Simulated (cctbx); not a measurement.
# AgMoS3: precision against data quality

Space group Pnma (no. 62), a = 6.5000 Å, b = 9.0160 Å, c = 6.3800 Å, α = 90.00°, β = 90.00°, γ = 90.00°.

| atom | mult. | x | y | z | Ueq (Å²) |
| --- | --- | --- | --- | --- | --- |
| Ag1 | 4 | 0.9456 | 3/4 | 0.0237 | 0.0173 |
| Mo1 | 4 | 0 | 0 | 1/2 | 0.0191 |
| S1 | 8 | 0.3056 | 0.0609 | 0.6990 | 0.0226 |
| S2 | 4 | 0.5554 | 3/4 | 0.8881 | 0.0252 |

The model is made up (kin elements in a known structure type, no relaxation), so it says nothing on whether the phase exists.

Five simulated data sets (cctbx; Mo Kα, λ = 0.71073 Å; 2 % proportional error) differ in resolution or exposure (noise floor 15 counts in the first three, 8 in the last two). Each is refined with the right model, isotropic at 1.1 Å and anisotropic otherwise. How do the figures of merit and the uncertainties move?

| d min (Å) | top counts | ⟨I/σ⟩ (unmerged, absences included) | unique | param. (scale apart) | Rint | R1 | GooF | largest s.u. xyz (fractional) | s.u. U of S1 (Å²) | largest error (Å) |
| --- | --- | --- | --- | --- | --- | --- | --- | --- | --- | --- |
| 1.1 | 20000 | 15.7 | 158 | 11 | 0.026 | 0.0087 | 0.86 | 0.00022 | 0.0003 | 0.0017 |
| 0.84 | 20000 | 13.5 | 352 | 27 | 0.029 | 0.0117 | 0.96 | 0.00018 | 0.0004 | 0.0022 |
| 0.6 | 20000 | 8.5 | 949 | 27 | 0.043 | 0.0190 | 0.93 | 0.00015 | 0.0003 | 0.0009 |
| 0.75 | 300 | 0.9 | 491 | 27 | 0.451 | 0.0873 | 0.88 | 0.00246 | 0.0046 | 0.0224 |
| 0.75 | 3000 | 4.9 | 491 | 27 | 0.083 | 0.0266 | 0.88 | 0.00042 | 0.0008 | 0.0046 |

The number of reflections grows roughly as 1/d³: 158, 352 and 949 here. R1 follows the noise rather than the truth: at 300 counts it is 0.0873, at 3000 counts 0.0266, while GooF is 0.88 and 0.88: the weights 1/σ² carry the noise. The s.u. of U (U11 where anisotropic) for S1 goes 0.0003, 0.0004, 0.0003 Å² with resolution and 0.0046, 0.0008 Å² with exposure.

Hardware for the 0.6 Å refinement: 0.39 s on 1 thread of Arm Neoverse V2 (shared host), peak memory 0.09 GiB.
